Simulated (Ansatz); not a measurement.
# Cl on Pt(111): change of the work function, part 3 of 3

How does Cl on the fcc site change the work function of Pt(111) as the layer fills?

Ansatz 0.2.0; plane-wave DFT, PBE, Ansatz PAW.

So far, work function, upper face (eV): step 2 (the clean slab) 5.70; step 3 (17 atoms, coverage 0.25 ML, cell 2x2) 5.40.

## Step 4: Adsorbate added, k-mesh 12×12×1, coverage 1 ML

System of this step: Cl/Pt(111). The cell holds 5 atoms: 4 Pt and 1 Cl. Cell: a = 2.772 Å, b = 2.772 Å, c = 26.762 Å, α = 90.0°, β = 90.0°, γ = 60.0°. Vacuum lies along c.

Another coverage, to see how the dipoles act on each other as their distance changes.

input.yaml

```yaml
crystal:
  lattice:
    - [2.7718585823, 0.0, 0.0]
    - [1.3859292911, 2.4004999479, 0.0]
    - [0.0, 0.0, 26.7624521123]
  atoms:
    - { symbol: Pt, position: [0.0, 0.0, 0.3362920543] }
    - { symbol: Pt, position: [0.3333333333, 0.3333333333, 0.4208587841] }
    - { symbol: Pt, position: [0.6666666667, 0.6666666667, 0.5070526613] }
    - { symbol: Pt, position: [0.0, 0.0, 0.5943212315] }
    - { symbol: Cl, position: [0.3333333333, 0.3333333333, 0.6637079457] }
kpoints:
  mp_grid: { grid: [12, 12, 1] }
hamiltonian:
  xc: pbe
scf:
  occupations: { method: fermi_dirac, width: 0.1 }
  convergence: { dr2_threshold: 1.0e-08 }
efield:
  axis: 3
  dipole_correction: true
  ramp_position: 0.97
  ramp_width: 0.06
relax:
  f_tol: 0.02
  max_steps: 60
  constraints: [{ sites: [0, 1] }]
output:
  write_potential: true
  write_density: true
  volumetric_format: npy
```

Command:

```sh
$ ansatz run input.yaml --threads 4 --pin off --max-ram 6144MiB --backend cpu --events-out ev --progress --plain --runs-dir out
```

Numbers of over 12 decimals in the logs are rounded to 6 here.

What it wrote:

```text
[...]
Crystal: 5 atoms, lattice volume = 178.073 Å³
Basis set: ecut = 420 eV, 3497 PW (Γ), exchange–correlation on 40×40×360 points (8 copies of the dense FFT grid, shifted against one another)
Bands: 48, of which v1, the nominal top of the filled ones, is band 40 counted from 1 (39 counted from 0)
Symmetry: 6 space group operations
[...]
k-points: 19 of 144 (time reversal used)
[...]
SCF iter   1: F=—  HF=-51169.598955 eV  |F-HF|=—  |Δ(HF+E_count)|=         —  Δρ=1.69e-2  dr2=1.14e1  ethr=1.77e-3  p=0.008 e·Å  D=8.35e-3 V/Å  ΔV_dip=-0.22 eV  dr2_dipole=5.77e0  V_vac-E_F(+/−)=4.86/5.09 eV  ⟨swp⟩=10.1  Hψ=4365  notcnv=0  defer=10
[...]
SCF iter  12: F=-51169.480546 eV  HF=-51169.480546 eV  |F-HF|=2.27e-9  |Δ(HF+E_count)|=   3.21e-8  Δρ=8.17e-7  dr2=7.36e-9  ethr=1.27e-11  p=0.031 e·Å  D=3.12e-2 V/Å  ΔV_dip=-0.84 eV  dr2_dipole=5.46e-14  V_vac-E_F(+/−)=4.83/5.67 eV  ⟨swp⟩=10.4  Hψ=6751  notcnv=0
SCF 1 converged in 12 iterations: F = -51169.480546 eV  dr2 = 7.36e-9
[...]
relax step   1: F+E_penalty+E_count = -51169.48054554 eV  Δ(F+E_penalty+E_count) = +0.000e0 eV  max|allowed force component| = 2.464e0 eV/Å  Δτ_max = 0.0000 Å  (12 SCF iters, accepted)
[...]
SCF iter   1: F=—  HF=-51169.790088 eV  |F-HF|=—  |Δ(HF+E_count)|=         —  Δρ=1.08e-2  dr2=3.96e0  ethr=3.10e-3  p=0.031 e·Å  D=3.12e-2 V/Å  ΔV_dip=-0.84 eV  dr2_dipole=1.77e0  V_vac-E_F(+/−)=4.89/5.73 eV  ⟨swp⟩=4.0  Hψ=2089  notcnv=0  defer=20
[...]
SCF iter  10: F=-51169.737874 eV  HF=-51169.737874 eV  |F-HF|=1.12e-7  |Δ(HF+E_count)|=   2.18e-7  Δρ=2.14e-6  dr2=9.86e-9  ethr=1.27e-11  p=0.016 e·Å  D=1.65e-2 V/Å  ΔV_dip=-0.44 eV  dr2_dipole=2.12e-11  V_vac-E_F(+/−)=5.24/5.68 eV  ⟨swp⟩=9.5  Hψ=7437  notcnv=0
SCF 2 converged in 10 iterations: F = -51169.737874 eV  dr2 = 9.86e-9
relax step   2: F+E_penalty+E_count = -51169.73787377 eV  Δ(F+E_penalty+E_count) = -2.573e-1 eV  max|allowed force component| = 1.060e0 eV/Å  Δτ_max = 0.0874 Å  (10 SCF iters, accepted)
SCF iter   1: F=—  HF=-51169.946312 eV  |F-HF|=—  |Δ(HF+E_count)|=         —  Δρ=1.28e-2  dr2=5.74e0  ethr=3.10e-3  p=0.016 e·Å  D=1.65e-2 V/Å  ΔV_dip=-0.44 eV  dr2_dipole=2.74e0  V_vac-E_F(+/−)=5.32/5.77 eV  ⟨swp⟩=4.4  Hψ=2171  notcnv=0  defer=20
[...]
SCF iter  11: F=-51169.884572 eV  HF=-51169.884572 eV  |F-HF|=4.83e-9  |Δ(HF+E_count)|=   7.55e-9  Δρ=7.95e-7  dr2=3.75e-9  ethr=1.27e-11  p=-0.001 e·Å  D=-7.56e-4 V/Å  ΔV_dip=0.02 eV  dr2_dipole=1.53e-11  V_vac-E_F(+/−)=5.71/5.69 eV  ⟨swp⟩=9.6  Hψ=6095  notcnv=0
SCF 3 converged in 11 iterations: F = -51169.884572 eV  dr2 = 3.75e-9
relax step   3: F+E_penalty+E_count = -51169.88457190 eV  Δ(F+E_penalty+E_count) = -1.467e-1 eV  max|allowed force component| = 4.205e-1 eV/Å  Δτ_max = 0.1943 Å  (11 SCF iters, accepted)
[...]
relax step   4: F+E_penalty+E_count = -51169.93549473 eV  Δ(F+E_penalty+E_count) = -5.092e-2 eV  max|allowed force component| = 1.807e-1 eV/Å  Δτ_max = 0.1975 Å  (10 SCF iters, accepted)
[...]
relax step   5: F+E_penalty+E_count = -51169.95550630 eV  Δ(F+E_penalty+E_count) = -2.001e-2 eV  max|allowed force component| = 6.071e-2 eV/Å  Δτ_max = 0.2000 Å  (11 SCF iters, accepted)
[...]
relax step   6: F+E_penalty+E_count = -51169.95965575 eV  Δ(F+E_penalty+E_count) = -4.149e-3 eV  max|allowed force component| = 3.315e-2 eV/Å  Δτ_max = 0.1270 Å  (10 SCF iters, accepted)
SCF iter   1: F=—  HF=-51169.961015 eV  |F-HF|=—  |Δ(HF+E_count)|=         —  Δρ=1.91e-3  dr2=3.55e-2  ethr=1.06e-3  p=-0.030 e·Å  D=-3.00e-2 V/Å  ΔV_dip=0.80 eV  dr2_dipole=1.65e-2  V_vac-E_F(+/−)=6.51/5.71 eV  ⟨swp⟩=4.2  Hψ=1633  notcnv=0  defer=19
[...]
SCF iter   9: F=-51169.960177 eV  HF=-51169.960177 eV  |F-HF|=3.73e-9  |Δ(HF+E_count)|=   2.58e-8  Δρ=1.04e-6  dr2=5.13e-9  ethr=1.27e-11  p=-0.032 e·Å  D=-3.22e-2 V/Å  ΔV_dip=0.86 eV  dr2_dipole=9.29e-11  V_vac-E_F(+/−)=6.56/5.70 eV  ⟨swp⟩=8.5  Hψ=6751  notcnv=0
SCF 7 converged in 9 iterations: F = -51169.960177 eV  dr2 = 5.13e-9
relax step   7: F+E_penalty+E_count = -51169.96017709 eV  Δ(F+E_penalty+E_count) = -5.213e-4 eV  max|allowed force component| = 2.480e-3 eV/Å  Δτ_max = 0.0619 Å  (9 SCF iters, accepted)
[...]
SCF converged after 9 iterations
Free energy (F): -51169.960177 eV
[...]
Internal energy: -51169.700217 eV  (E = F + TS)
E sigma→0 (E₀):  -51169.830197 eV
Entropy (-TS):   -0.259960 eV (-51.992 meV/atom)
Fermi energy:    5.057481 eV
Dipole field:    D = -0.032188 V/Å  (p = -0.031676 e·Å, saw-weighted, corrected)
Work function:   Φ+ = 6.5600 eV   Φ− = 5.6985 eV
[...]
--- Forces (eV/Å), atoms counted from 1 ---
  atom   1  Pt     0.00000000     0.00000000    -0.51414614
  atom   2  Pt    -0.00000000     0.00000000     0.51495291
  atom   3  Pt    -0.00000000    -0.00000000     0.00022038
  atom   4  Pt    -0.00000000    -0.00000000    -0.00247983
  atom   5  Cl    -0.00000000     0.00000000     0.00144957
  max |Σ_I F_I| component: 3.11e-6 eV/Å
--- Band table (eV; the first three rows and the last of 19) ---
  k-point 0: bands = [... 36 lower, 3.8605, 4.5677, 4.5677, 5.0099, 5.0099, 5.0639, 6.4171, 6.4171, ... 4 higher]
  k-point 1: bands = [... 36 lower, 3.8695, 4.1126, 4.5602, 4.7619, 5.0200, 5.7545, 6.0430, 6.2822, ... 4 higher]
  k-point 2: bands = [... 36 lower, 3.8456, 4.0324, 4.3406, 4.5336, 5.0408, 5.1412, 5.9425, 6.9355, ... 4 higher]
  k-point 18: bands = [... 36 lower, 4.3982, 4.7410, 4.7542, 4.8031, 9.9669, 10.0147, 10.0489, 10.6911, ... 4 higher]
--- Relaxed structure (7 steps of the walk, 7 accepted, 0 SCFs on fresh bases) ---
  F+E_penalty+E_count = -51169.96017709 eV   max|allowed force component| = 2.480e-3 eV/Å
  atoms:
[...]
- { symbol: Pt, position: [0.333333, 0.333333, 0.420859] }
    - { symbol: Pt, position: [0.666667, 0.666667, 0.506739] }
[...]
- { symbol: Cl, position: [0.333333, 0.333333, 0.695779] }
```

Run time: 26 s. Hardware: 4 threads of Arm Neoverse V2, shared host; peak memory 0.53 GiB.

Step by step:

| step | energy less that of the first step (eV) | largest force component (eV/Å) |
| --- | --- | --- |
| 1 | 0.0000 | 2.4639 |
| 2 | -0.2573 | 1.0597 |
| 3 | -0.4040 | 0.4205 |
| 4 | -0.4549 | 0.1807 |
| 5 | -0.4750 | 0.0607 |
| 6 | -0.4791 | 0.0331 |
| 7 | -0.4796 | 0.0025 |

Forces are held to the 6 operations that the run works with; a distortion that breaks them can't arise in this run.

The atoms that moved most (Å):

| atom | dx | dy | dz | length |
| --- | --- | --- | --- | --- |
| Cl5 | 0.000 | 0.000 | 0.858 | 0.858 |
| Pt4 | 0.000 | 0.000 | -0.013 | 0.013 |
| Pt3 | 0.000 | 0.000 | -0.008 | 0.008 |

Final coordinates:

```cif
data_structure
_symmetry_space_group_name_H-M 'P 1'
_symmetry_Int_Tables_number 1
_cell_length_a 2.7719
_cell_length_b 2.7719
_cell_length_c 26.7625
_cell_angle_alpha 90.000
_cell_angle_beta 90.000
_cell_angle_gamma 60.000
_cell_volume 178.07
loop_
_atom_site_label
_atom_site_type_symbol
_atom_site_fract_x
_atom_site_fract_y
_atom_site_fract_z
_atom_site_occupancy
Pt1 Pt 0.00000 0.00000 0.33629 1
Pt2 Pt 0.33333 0.33333 0.42086 1
Pt3 Pt 0.66667 0.66667 0.50674 1
Pt4 Pt 0.00000 0.00000 0.59383 1
Cl5 Cl 0.33333 0.33333 0.69578 1
```

Numbers from this step:

| Property | Result |
| --- | --- |
| energy at zero smearing | -51169.8302 eV |
| work function, upper face | 6.560 eV |
| work function, lower face | 5.699 eV |
| dipole along the normal | -0.03168 e·Å |
| step between the vacuum levels | 0.8614 eV |

Running mean over 2.263 Å of the planar mean; the ramp of the sawtooth is left out. Table of electron's electrostatic potential energy less the Fermi level by z:

| z (Å) | electron's electrostatic potential energy less the Fermi level (eV) |
| --- | --- |
| 3.5 | 5.70 |
| 4.0 | 5.70 |
| 4.5 | 5.70 |
| 5.0 | 5.69 |
| 5.5 | 5.68 |
| 6.0 | 5.64 |
| 6.5 | 5.45 |
| 7.0 | 4.63 |
| 7.5 | 1.22 |
| 8.0 | -4.95 |
| 8.5 | -9.96 |
| 9.0 | -11.6 |
| 9.5 | -11.9 |
| 10.0 | -12.1 |
| 10.5 | -12.1 |
| 11.0 | -12.2 |
| 11.5 | -12.2 |
| 12.0 | -11.9 |
| 12.5 | -11.8 |
| 13.0 | -12.0 |
| 13.5 | -12.1 |
| 14.0 | -11.8 |
| 14.5 | -11.3 |
| 15.0 | -11.2 |
| 15.5 | -11.6 |
| 16.0 | -11.4 |
| 16.5 | -9.46 |
| 17.0 | -5.09 |
| 17.5 | -2.63 |
| 18.0 | -3.25 |
| 18.5 | -3.67 |
| 19.0 | -3.12 |
| 19.5 | -0.610 |
| 20.0 | 3.33 |
| 20.5 | 5.86 |
| 21.0 | 6.43 |
| 21.5 | 6.54 |
| 22.0 | 6.56 |
| 22.5 | 6.56 |
| 23.0 | 6.56 |
| 23.5 | 6.56 |

The relaxation took 7 steps and lowered the energy by 0.48 eV; the largest force on the free atoms ends at 0.0025 eV/Å.

The covered face has 6.56 eV, +0.86 eV against the clean one; the bare back face has moved by +0.03 eV, a measure of how thin the slab is.

## Step 5: Work function against coverage

This step: plane-wave DFT, PBE, Ansatz PAW; work function against coverage (Ansatz 0.2.0).

The runs are now put side by side.

This step gave:

```yaml
work_function_of_the_clean_face: 5.703 eV
largest_change_of_the_work_function: 0.8569 eV
```

Table of work function of the covered face by coverage:

| coverage (adsorbates/nm²) | work function of the covered face (eV) |
| --- | --- |
| 0.00 | 5.70 |
| 3.76 | 5.40 |
| 15.03 | 6.56 |

The dipole per adsorbate comes from the change of the cell's dipole. Coverage, by row:

| coverage (1/nm²) | coverage (ML) | work function (eV) | change (eV) | dipole per adsorbate, positive end outwards (debye) | mean height of the added atoms over the highest substrate atom (Å) |
| --- | --- | --- | --- | --- | --- |
| 3.757 | 0.25 | 5.395 | -0.308 | 0.236 | 1.945 |
| 15.03 | 1 | 6.56 | 0.8569 | -0.147 | 2.728 |

## Step 6: Results

```
work function of the clean face                        : 5.70 eV
work function at 0.25 ML                               : 5.40 eV
work function at 1 ML                                  : 6.56 eV
dipole per adsorbate at 0.25 ML, positive end outwards : 0.24 D
```

Cl lowers the work function of Pt(111) at the lowest coverage, by 0.31 eV: the adsorbate layer has its positive end outwards. The change reverses its sign between the lowest and the highest coverage, while the adsorbate's height goes from 1.9 to 2.7 Å. An electronegative adsorbate that lowers the work function shows that charge transfer alone doesn't fix the sign: the pushed-back electron tail of the metal and the adsorbate's own polarisation count too. At the highest coverage the adsorbates are pressed to about 2.8 Å, closer than unbonded atoms of this kind usually come, so a real layer may not reach it. The slab has 4 layers, at the tabulated experimental lattice constant, one starting site was run, and quantum-size effects of a slab this thin can reach one or two tenths of an eV.

[Logs are printed without paths, hosts, clocks, repeated set-up lines and the standing remarks that a program may print on its own settings, such as how far it seeks lower states.]

[Hosts, paths, dates, database ids (printed as entryN), source tags and the programs' standing remarks are cut or masked in the printed files.]

[Maps of the electrostatic potential energy from Ansatz leave out the sawtooth potential of an applied field or a dipole correction, so their vacuum need not be flat; planar profiles and work functions include it.]
